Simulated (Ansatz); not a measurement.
**Lattice dynamics of RbLiPdC2 (built on the sites of a database entry of Rb2PdC2)**

Wanted: vibrations and spectra of RbLiPdC2 (built on the sites of a database entry of Rb2PdC2); the cell is already relaxed. After the zone centre comes a 3×3×2 q mesh on a 6×6×4 k mesh.

Method: DFT RPBE, scalar-relativistic, plane waves, PAW, in Ansatz 0.2.0.

The structure was built from a prototype and need not be the compound's stable phase.

### 1. The structure

Symmetry: P3m1, No. 156, trigonal system. Conventional cell: a = 5.119 Å, b = 5.119 Å, c = 5.284 Å, α = 90.00°, β = 90.00°, γ = 120.00°. Nearest to Rb lie 6 C at 2.97 to 3.13 Å. Li has 3 Pd at 2.99 Å nearest. Nearest to Pd lie 2 C at 1.99 to 2.02 Å and 3 Li at 2.99 Å. Nearest to C lie 1 C at 1.27 Å and 1 Pd at 2.02 Å and 3 Rb at 2.97 Å. C has 1 C at 1.27 Å and 1 Pd at 1.99 Å and 3 Rb at 3.13 Å nearest. Farther neighbours are not listed.

### 2. Zone-centre response

The cell comes from relaxations at this level that are not shown. The zone centre comes first: it holds the modes that light can see, as far as symmetry allows. The response to a homogeneous field gives the Born charges and the dielectric tensor, and its change with displacement the Raman tensors.

Contents of input.yaml:

```yaml
crystal:
  lattice:
    - [5.1190258016, -3.0861e-06, 0.0]
    - [-2.5595102282, 4.4332079299, 0.0]
    - [0.0, 0.0, 5.2840897053]
  atoms:
    - { symbol: Rb, position: [0.3333333333, 0.6666666667, 0.3590777964] }
    - { symbol: Li, position: [0.6666666667, 0.3333333333, 0.8474530493] }
    - { symbol: Pd, position: [0.0, 0.0, -0.0702866388] }
    - { symbol: C, position: [0.0, 0.0, 0.311581815] }
    - { symbol: C, position: [0.0, 0.0, 0.5521739781] }
kpoints:
  mp_grid: { grid: [6, 6, 4] }
hamiltonian:
  xc: rpbe
scf:
  occupations: { method: fixed }
output:
  eigenvalues: true
phonons:
  method: dfpt
  dielectric: true
  rigid_motions: translations
  raman: true
```

Run with:

```console
> ansatz run input.yaml --threads 8 --pin off --max-ram 14336MiB --backend cpu --events-out ev --progress --plain --runs-dir out
```

Numbers of over 12 decimals in the logs are rounded to 6 here.

What it wrote:

```text
Engine: ansatz 0.2.0, x86_64-unknown-linux-gnu
Pseudopotentials: kind: paw
Pseudopotential: Rb, paw, valence charge 9, recommended cutoff 420 eV (normal), Rb.paw.azcp
Pseudopotential: Li, paw, valence charge 3, recommended cutoff 420 eV (normal), Li.paw.azcp
Pseudopotential: Pd, paw, valence charge 18, recommended cutoff 420 eV (normal), Pd.paw.azcp
Pseudopotential: C, paw, valence charge 4, recommended cutoff 420 eV (normal), C.paw.azcp
Functional definition: RPBE
  parameter kappa = 0.804
  parameter beta = 0.066725
  exchange = rpbe_x(kappa = kappa, mu = beta*pi^2/3)
  correlation = pbe_c(beta = beta)
Crystal: 5 atoms, lattice volume = 119.916 Å³
Basis set: ecut = 420 eV, 2375 PW (Γ), exchange–correlation on 72×72×72 points (8 copies of the dense FFT grid, shifted against one another)
Bands: 24, of which v1, the nominal top of the filled ones, is band 19 counted from 1 (18 counted from 0)
Symmetry: 6 space group operations
k-points: 47 of 144 (irreducible under 2 space group operations, time reversal used)
Non-local potential: Rb, projectors of the file, l = 0: 3, l = 1: 2, l = 2: 2
Non-local potential: Li, projectors of the file, l = 0: 3, l = 1: 2, l = 2: 1
Non-local potential: Pd, projectors of the file, l = 0: 2, l = 1: 2, l = 2: 2, l = 3: 1
Non-local potential: C, projectors of the file, l = 0: 2, l = 1: 2, l = 2: 1
PAW form: soft (Blöchl's): semilocal exchange-correlation on the pseudo side does not see the compensation charge
PAW frozen core: Rb, regenerated for the run's functional, and the local potential with it (the file was generated under x = pbe(κ = 0.804, μ = 0.219515), c = pbe(β = 0.066725))
PAW frozen core: Pd, regenerated for the run's functional, and the local potential with it (the file was generated under x = pbe(κ = 0.804, μ = 0.219515), c = pbe(β = 0.066725))
PAW frozen core: C, regenerated for the run's functional, and the local potential with it (the file was generated under x = pbe(κ = 0.804, μ = 0.219515), c = pbe(β = 0.066725))
PAW one-centre angular grid: Rb, 110 points (default); XC on 64 Gauss nodes
PAW one-centre angular grid: Li, 110 points (default); XC on 64 Gauss nodes
PAW one-centre angular grid: Pd, 590 points (default); XC on 64 Gauss nodes
PAW one-centre angular grid: C, 110 points (default); XC on 64 Gauss nodes
Initial density: superposition of atomic densities (neutral atoms: chi_scale 0, normalization atom), corrected by the library's trained network
Initial wavefunctions: pseudopotential atomic-orbital guess
Functional: x = rpbe, c = pbe(β = 0.066725)
SCF iter   1: F=—  HF=-10964.041232 eV  |F-HF|=—  |Δ(HF+E_count)|=         —  Δρ=4.98e-3  dr2=5.01e-2  ethr=1.77e-3  ⟨swp⟩=5.0  Hψ=4583  notcnv=0  defer=132
preconditioner: auto → Resta (q_TF=auto, 2.253 Å⁻¹)  ε∞=4.7  [insulator: Δε(μ)=1.053 eV  Ē_g=8.984 eV  n_scr=20 (ndim 8)  ℏωp=17.3 eV  f_vac=0.133  ε∞_Penn≈4.7]
SCF iter   2: F=—  HF=-10964.036163 eV  |F-HF|=—  |Δ(HF+E_count)|=   5.07e-3  Δρ=2.99e-3  dr2=1.20e-2  ethr=1.32e-4  ⟨swp⟩=2.0  Hψ=1827  notcnv=0  defer=140
SCF iter   3: F=—  HF=-10964.034989 eV  |F-HF|=—  |Δ(HF+E_count)|=   1.17e-3  Δρ=1.22e-3  dr2=3.21e-3  ethr=3.16e-5  ⟨swp⟩=2.0  Hψ=1598  notcnv=0  defer=140
SCF iter   4: F=—  HF=-10964.035112 eV  |F-HF|=—  |Δ(HF+E_count)|=   1.23e-4  Δρ=5.11e-4  dr2=8.47e-4  ethr=8.44e-6  ⟨swp⟩=2.0  Hψ=1253  notcnv=0  defer=140
SCF iter   5: F=—  HF=-10964.035223 eV  |F-HF|=—  |Δ(HF+E_count)|=   1.11e-4  Δρ=1.78e-4  dr2=9.06e-5  ethr=2.23e-6  ⟨swp⟩=2.0  Hψ=1581  notcnv=0  defer=140
SCF iter   6: F=—  HF=-10964.035292 eV  |F-HF|=—  |Δ(HF+E_count)|=   6.93e-5  Δρ=1.03e-4  dr2=2.07e-5  ethr=2.39e-7  ⟨swp⟩=2.0  Hψ=1756  notcnv=0  defer=138
SCF iter   7: F=—  HF=-10964.035317 eV  |F-HF|=—  |Δ(HF+E_count)|=   2.43e-5  Δρ=3.07e-5  dr2=1.76e-6  ethr=5.45e-8  ⟨swp⟩=2.0  Hψ=1717  notcnv=0  defer=112
SCF iter   8: F=—  HF=-10964.035324 eV  |F-HF|=—  |Δ(HF+E_count)|=   7.14e-6  Δρ=7.84e-6  dr2=1.10e-7  ethr=4.63e-9  ⟨swp⟩=2.0  Hψ=1665  notcnv=0  defer=47
SCF iter   9: F=—  HF=-10964.035324 eV  |F-HF|=—  |Δ(HF+E_count)|=   4.88e-7  Δρ=2.18e-6  dr2=9.54e-9  ethr=2.89e-10  ⟨swp⟩=2.0  Hψ=1693  notcnv=0  defer=67
SCF iter  10: F=—  HF=-10964.035324 eV  |F-HF|=—  |Δ(HF+E_count)|=   5.05e-8  Δρ=6.13e-7  dr2=7.29e-10  ethr=2.51e-11  ⟨swp⟩=2.0  Hψ=1762  notcnv=0  defer=84
[...]
SCF iter  12: F=-10964.035324 eV  HF=-10964.035324 eV  |F-HF|=1.82e-11  |Δ(HF+E_count)|=  3.49e-10  Δρ=1.95e-7  dr2=5.85e-11  ethr=1.00e-12  ⟨swp⟩=7.1  Hψ=5631  notcnv=0
SCF 1 converged in 12 iterations: F = -10964.035324 eV  dr2 = 5.85e-11
  greatest PAW one-centre occupation: 1.000 electrons in one spin orbital (limit 2), on the Li atom at site 1 (counted from 0), in its partial waves of l = 0
DFPT response loops at Γ: preconditioner auto → Resta (q_TF=auto, 2.253 Å⁻¹)  ε∞=8.0 (no band partly filled); β = 1.00, the filter's whole step (`scf.mixing.beta` (0.50) is not read by the response loops at its default; to damp them type it under 1.00, their step now; it binds the ground state too); Broyden in place of MSR1
── the response to a field inside a basis, on 14×14×12 k-points: an SCF that follows is theirs, and a resumed run solves both again ──
Bands: 20, of which v1, the nominal top of the filled ones, is band 19 counted from 1 (18 counted from 0)
k-points: 630
Initial density: handed on by an earlier stage of this run
Initial wavefunctions: pseudopotential atomic-orbital guess (no wavefunctions were taken with the density)
Eigensolver: Dense (630 Hₖ)
SCF iter   1: F=—  HF=-10964.042109 eV  |F-HF|=—  |Δ(HF+E_count)|=         —  Δρ=6.79e-4  dr2=6.21e-4  ethr=1.00e-1
preconditioner: auto → Resta (q_TF=auto, 2.253 Å⁻¹)  ε∞=6.9  [insulator: Δε(μ)=0.971 eV  Ē_g=7.093 eV  n_scr=20 (ndim 8)  ℏωp=17.3 eV  f_vac=0.148  ε∞_Penn≈6.9]
SCF iter   2: F=—  HF=-10964.042027 eV  |F-HF|=—  |Δ(HF+E_count)|=   8.24e-5  Δρ=3.71e-4  dr2=1.44e-4  ethr=1.63e-6
SCF iter   3: F=—  HF=-10964.042007 eV  |F-HF|=—  |Δ(HF+E_count)|=   1.94e-5  Δρ=1.66e-4  dr2=2.25e-5  ethr=3.78e-7
SCF iter   4: F=—  HF=-10964.042006 eV  |F-HF|=—  |Δ(HF+E_count)|=   8.60e-7  Δρ=3.65e-5  dr2=2.34e-6  ethr=5.93e-8
SCF iter   5: F=—  HF=-10964.042007 eV  |F-HF|=—  |Δ(HF+E_count)|=   3.00e-7  Δρ=9.68e-6  dr2=2.71e-7  ethr=6.17e-9
SCF iter   6: F=—  HF=-10964.042007 eV  |F-HF|=—  |Δ(HF+E_count)|=   2.11e-7  Δρ=8.10e-6  dr2=1.25e-7  ethr=7.14e-10
SCF iter   7: F=—  HF=-10964.042007 eV  |F-HF|=—  |Δ(HF+E_count)|=   1.50e-8  Δρ=2.20e-6  dr2=9.13e-9  ethr=3.28e-10
SCF iter   8: F=—  HF=-10964.042007 eV  |F-HF|=—  |Δ(HF+E_count)|=   1.89e-8  Δρ=5.82e-7  dr2=8.16e-10  ethr=2.40e-11
[...]
WARN: field response: ε∞ stands inside a basis, on 14×14×12 points; the force constants stand on the 6×6×4 k-mesh, whose period is 9.08 times the interband length at k = (0.0000, -0.5000, -0.5000), direct gap 0.933 eV, under 14: take them and everything formed from them as unconverged, and compare with a denser kpoints.mp_grid
SCF converged after 12 iterations
Free energy (F): -10964.035324 eV
Harris-Foulkes:  -10964.035324 eV  (|F-HF|=1.82e-11)
Internal energy: -10964.035324 eV  (E = F + TS)
E sigma→0 (E₀):  -10964.035324 eV
Fermi energy:    4.143290 eV
--- Per-component energies (eV) ---
  E_band       = -581.553691
  E_kinetic    = 901.616353
  E_local      = -4713.271762  (includes V_loc(G=0)·N_el)
  E_nonlocal   = 408.038192
  E_hartree    = 1845.418853
  E_xc         = -405.620605
  E_vxc        = -478.939911  (∫ρ·V_xc dr)
  E_paw        = -6603.361190  (= ΣΔE_a)
  E_vpaw       = -389.834076  (= ΣTr[D̂ρ^β])
  E_aug_tail   = 0.000198  (compensation charges beyond the density's cutoff)
  E_ewald      = -2396.650798
  E_core_change = -0.204565  (= ΣΔE_core)
  E_smearing   = -0.000000  (= −TS)
  E_closure    = 0.000000  (closes the sum)
  Σ components = -10964.035324   (vs F -10964.035324, Δ=0.00e0)
--- Band table (eV; the first three rows and the last of 47) ---
  k-point 0: bands = [... 15 lower, 2.1457, 2.2536, 2.7131, 2.7131, 8.2892, 9.1167, 9.4332, 9.4332, ... 1 higher]
  k-point 1: bands = [... 15 lower, 2.6826, 2.6826, 3.2380, 3.2380, 7.8104, 8.1159, 8.1159, 8.5787, ... 1 higher]
  k-point 2: bands = [... 15 lower, 2.6778, 2.6778, 4.0623, 4.0623, 7.0586, 7.0586, 7.4278, 8.1377, ... 1 higher]
  k-point 46: bands = [... 15 lower, 2.8052, 3.0529, 3.2321, 3.2864, 5.9034, 6.7588, 8.0329, 9.1777, ... 1 higher]
--- Phonons (Γ-DFPT): 10 representative perturbations + reference, on 47 of 144 k-points (Σ response iterations 37) ---
  k mesh reduced under 2 symmetry operations, with k and −k counted as one. Each operation leaves every solved perturbation unchanged. A smaller set is not considered because the run solves the response to a homogeneous field
  ASR residual: 3.705e-4 → 0.000e0 eV/Å²; symmetrization residual: 1.111e-4 eV/Å²
  ASR residual per site (eV/Å²): 9.15e-5 3.59e-5 3.70e-4 1.13e-4 4.72e-5
  Γ frequencies (cm⁻¹): 0.00 0.00 0.00 23.35 83.87 83.87 110.87 110.87 144.28 307.66 307.66 366.26 366.26 509.15 1818.02
  ε∞ (high-frequency dielectric tensor):
        4.009422     0.000000     0.000000
       -0.000000     4.009422     0.000000
        0.000000     0.000000    11.344875
  ε⁰ (static dielectric tensor: ions relaxed, cell fixed):
       24.687581     0.000000    -0.000000
        0.000000    24.687581     0.000000
       -0.000000     0.000000    81.888818
  ε⁰ − ε∞ (ionic part):
       20.678159     0.000000    -0.000000
        0.000000    20.678159     0.000000
       -0.000000     0.000000    70.543942
  softest optical mode at Γ: 23.35 cm⁻¹; the repairs (sum rule, projections) moved no ω² at Γ by more than (8.24 cm⁻¹)²
  Born effective charges Z* (e; rows j = field, columns β = displacement):
    site 0:
         1.23016    0.00000    0.00000
         0.00000    1.23016    0.00000
         0.00000    0.00000    1.12519
    site 1:
         1.39775    0.00000    0.00000
         0.00000    1.39775    0.00000
         0.00000    0.00000    1.03965
    site 2:
        -1.30630   -0.00000   -0.00000
        -0.00000   -1.30630   -0.00000
        -0.00000   -0.00000   -2.01373
    site 3:
        -0.65612    0.00000   -0.00000
         0.00000   -0.65612   -0.00000
        -0.00000    0.00000    0.51581
    site 4:
        -0.66549   -0.00000   -0.00000
        -0.00000   -0.66549   -0.00000
        -0.00000   -0.00000   -0.66692
  Z* charge neutrality: 3.788e-3 e pre-enforcement
  solved inside a basis spanned on kpoints, on 14×14×12 k-points transformed towards the longest dipole, which do not settle them: ε∞ is read to err by 2.0e-1, Z* by 1.2e-1 e (field_mesh: kpoints solves on kpoints); Z* is corrected for what the basis lacks
  Raman tensors (in the event stream and the table raman_tensors.tsv): an entry may err by 1.0e1 Å², one of the second-order susceptibility by 3.4e0 pm/V (basis, points and sum rule); their sum over the sites missed zero by 2.608e-3 Å² ahead of its enforcement
  optical modes at Γ without the LO–TO term, one row a degenerate level:
      ω (cm⁻¹)  modes    IR ((D/Å)²/amu)  static Raman (Å⁴/amu)  depolarisation
         23.35      1             2.0936               167.0349           0.407
         83.87      2            16.2194                36.5086           0.750
        110.87      2             0.0457                 1.4368           0.750
        144.28      1             2.6442               144.1399           0.578
        307.66      2             1.1994                 6.0906           0.750
        366.26      2             0.4371                 4.7671           0.750
        509.15      1             0.1125              1003.9556           0.318
       1818.02      1             1.3292            510144.0482           0.346
  optical modes at Γ + LO–TO along q̂ = [1.0000, 0.0000, 0.0000]:
      ω (cm⁻¹)  modes    IR ((D/Å)²/amu)  static Raman (Å⁴/amu)  depolarisation
         23.35      1             2.0936               167.0349           0.407
         83.87      1             8.1097                18.2543           0.750
        110.79      1             0.0007                 1.1617           0.750
        110.87      1             0.0228                 0.7184           0.750
        144.28      1             2.6442               144.1399           0.578
        202.69      1             7.0026                21.5216           0.750
        307.66      1             0.5997                 3.0453           0.750
        314.40      1             1.4416                 7.2095           0.750
        366.26      1             0.2186                 2.3835           0.750
        368.28      1             0.5059                 7.4462           0.750
        509.15      1             0.1125              1003.9556           0.318
       1818.02      1             1.3292            510144.0482           0.346
  optical modes at Γ + LO–TO along q̂ = [0.0000, 1.0000, 0.0000]:
      ω (cm⁻¹)  modes    IR ((D/Å)²/amu)  static Raman (Å⁴/amu)  depolarisation
         23.35      1             2.0936               167.0349           0.407
         83.87      1             8.1097                18.2543           0.750
        110.79      1             0.0007                 1.1617           0.750
        110.87      1             0.0228                 0.7184           0.750
        144.28      1             2.6442               144.1399           0.578
        202.69      1             7.0026                21.5216           0.750
        307.66      1             0.5997                 3.0453           0.750
        314.40      1             1.4416                 7.2095           0.750
        366.26      1             0.2186                 2.3835           0.750
        368.28      1             0.5059                 7.4462           0.750
        509.15      1             0.1125              1003.9556           0.318
       1818.02      1             1.3292            510144.0482           0.346
  optical modes at Γ + LO–TO along q̂ = [0.0000, 0.0000, 1.0000]:
      ω (cm⁻¹)  modes    IR ((D/Å)²/amu)  static Raman (Å⁴/amu)  depolarisation
         56.57      1             1.3308               228.3153           0.323
         83.87      2            16.2194                36.5086           0.750
        110.87      2             0.0457                 1.4368           0.750
        159.94      1             3.3939               420.6916           0.430
        307.66      2             1.1994                 6.0906           0.750
        366.26      2             0.4371                 4.7671           0.750
        509.33      1             0.1194               918.9458           0.323
       1818.60      1             1.3353            504713.0261           0.347
```

Run time: 9.6 min. Hardware: 8 threads of Intel Xeon Platinum 8488C (Sapphire Rapids), shared host; peak memory 6.4 GiB.

In the SCF lines HF is the Harris–Foulkes energy and dr2 the Hartree energy of the density residual, in eV; the loop may stop once dr2 is under the threshold and the program's other checks hold. Hψ counts applications of the Hamiltonian.

A gap read on the k-mesh alone can miss the band edges.

This step gave:

```
gap on the k-mesh                                       : 0.9325 eV
volume per atom                                         : 23.98 Å³
sum-rule residual before enforcement                    : 3.70e-4 eV/Å²
miss of the charge sum rule                             : 0.003788 e
estimated error of the dielectric tensor                : 0.2001
estimated error of the Born charges                     : 0.1201 e
point group                                             : 3m
highest optical mode at the zone centre (no LO-TO term) : 1818 cm⁻¹
lowest optical zone-centre mode                         : 23.35 cm⁻¹
mean high-frequency dielectric constant                 : 6.455
largest Born charge (third of the trace)                : -1.542 e
mean static dielectric constant                         : 43.75
top of the zone-centre spectrum with the field          : 1819 cm⁻¹
```

Without the LO-TO term. Patterns of degenerate modes are one choice out of their space. Modes at Γ, with each element's share of the kinetic energy:

```csv
mode,frequency (cm⁻¹),symmetry,Rb %,Li %,Pd %,C %
1,0.0,acoustic,38,3,48,11
2,0.0,acoustic,38,3,48,11
3,0.0,acoustic,38,3,48,11
4,23.4,A1,53,5,33,8
5,83.9,E,4,82,11,3
6,83.9,E,4,82,11,3
7,110.9,E,54,14,32,0
8,110.9,E,54,14,32,0
9,144.3,A1,8,91,0,0
10,307.7,E,3,1,8,88
11,307.7,E,3,1,8,88
12,366.3,E,1,0,1,98
13,366.3,E,1,0,1,98
14,509.1,A1,0,0,19,81
15,1818.0,A1,0,0,0,100
```

Displacements in mode 4 (23.4 cm⁻¹), the largest set to 1:
```
Rb1  0.00  0.00  0.90
Li2  0.00  0.00  1.00
Pd3  0.00  0.00 -0.63
C4   0.00  0.00 -0.67
C5   0.00  0.00 -0.68
```

Displacements in mode 8 (110.9 cm⁻¹), the largest set to 1:
```
Rb1  0.56  0.00  0.00
Li2 -1.00  0.01  0.00
Pd3 -0.38  0.00  0.00
C4   0.04  0.00  0.00
C5  -0.02  0.00  0.00
```

High-frequency dielectric tensor, which the program warns is not settled by the k meshes in reach. Tensor:

```csv
,x,y,z
x,4.009,0,0
y,0,4.009,0
z,0,0,11.35
```

Static dielectric tensor, which the program warns is not settled by the k meshes in reach. Tensor:

```csv
,x,y,z
x,24.69,0,0
y,0,24.69,0
z,0,0,81.89
```

Optical modes at the zone centre, without and with the macroscopic field of the longitudinal modes; each column is sorted by frequency, so a row need not hold one and the same mode. Modes with and without the field, by row:

```csv
rank among optical modes,no field (cm⁻¹),"q along (1, 0, 0) (cm⁻¹)","q along (0, 0, 1) (cm⁻¹)"
1,23.4,23.4,56.6
2,83.9,83.9,83.9
3,83.9,110.8,83.9
4,110.9,110.9,110.9
5,110.9,144.3,110.9
6,144.3,202.7,159.9
7,307.7,307.7,307.7
8,307.7,314.4,307.7
9,366.3,366.3,366.3
10,366.3,368.3,366.3
11,509.1,509.1,509.3
12,1818,1818,1819
```

Born charge (rows field, columns displacement) (e), principal values of the symmetric part by kind of site:

```csv
atom,atoms with these values,low,middle,high,mean
Rb1,1,1.13,1.23,1.23,1.20
Li2,1,1.04,1.40,1.40,1.28
Pd3,1,-2.01,-1.31,-1.31,-1.54
C4,1,-0.66,-0.66,0.52,-0.27
C5,1,-0.67,-0.67,-0.67,-0.67
```

In full for C5:

```
-0.67  0.00  0.00
 0.00 -0.67  0.00
 0.00  0.00 -0.67
```

Transverse modes. Lines of the infrared spectrum (strongest = 100):

```csv
position (cm⁻¹),label,relative intensity
23,A1,13
84,E,100
111,E,0.3
144,A1,16
308,E,7.4
366,E,2.7
509,A1,0.7
1818,A1,8.2
```

Activity x (w_L - w)^4 (n + 1)/w, 532 nm, 300 K; the log calls the Raman tensors unconverged in the k mesh, so the heights are rough; the tensors are static ones, while 532 nm light lies above the computed direct gap, where resonance would change the heights; modes without the macroscopic field alone. Lines of the Raman spectrum (strongest = 100):

```csv
position (cm⁻¹),label,relative intensity
23,A1,36
84,E,0.7
111,E,0.0
144,A1,1.0
308,E,0.0
366,E,0.0
509,A1,1.0
1818,A1,100
```

Before it was imposed, the acoustic sum rule was missed by 3.7e-4 eV/Å² and the charge sum rule by 0.0038 e. Small misses are needed for a sound result but don't prove that mesh and cutoff are converged. The lowest optical mode is real, 23.4 cm⁻¹.

The log warns of the k mesh: “the force constants stand on the 6×6×4 k-mesh, whose period is 9.08 times the interband length at k = (0.0000, -0.5000, -0.5000), direct gap 0.933 eV, under 14: take them and everything formed from them as unconverged”.

(Continued in part 2 of 2.)

[Logs are printed without paths, hosts, clocks, repeated set-up lines and the standing remarks that a program may print on its own settings, such as how far it seeks lower states.]

[Hosts, paths, dates, database ids (printed as entryN), source tags and the programs' standing remarks are cut or masked in the printed files.]
